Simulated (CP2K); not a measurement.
The N K edge of 4-hydroxypyridine was computed by TDDFT (CP2K XAS_TDP, aug-cc-pVDZ, TDA) at these levels: PBE0, PBEh(45%) and PBEh(45%) + GW2X. The first three lines of N5 (bonded to 2 C) with a strength over 0.0015, energy in eV and strength:

| run | first | second | third |
| --- | --- | --- | --- |
| 1 | 388.44 (0.039) | 392.79 (0.006) | 393.94 (0.005) |
| 2 | 399.86 (0.050) | 405.83 (0.004) | 406.25 (0.004) |
| 3 | 395.09 (0.050) | 401.07 (0.004) | 401.49 (0.004) |

**Question.** Which run is which?

Run 1: PBE0 (25 % exact exchange). Run 2: PBEh(45%) + GW2X (45 % exact exchange). Run 3: PBEh(45%) (45 % exact exchange). Self-interaction lifts the core level, so the uncorrected lines rise with the share of exact exchange. The GW2X run keeps the spacings of its parent: 5.97 eV between the first two lines in run 2, 5.98 eV in run 3. Its shift is +4.77 eV, since the Kohn–Sham level at this share of exchange lies that far above the quasiparticle level.

[Hosts, paths, dates, database ids (printed as entryN), source tags and the programs' standing remarks are cut or masked in the printed files.]
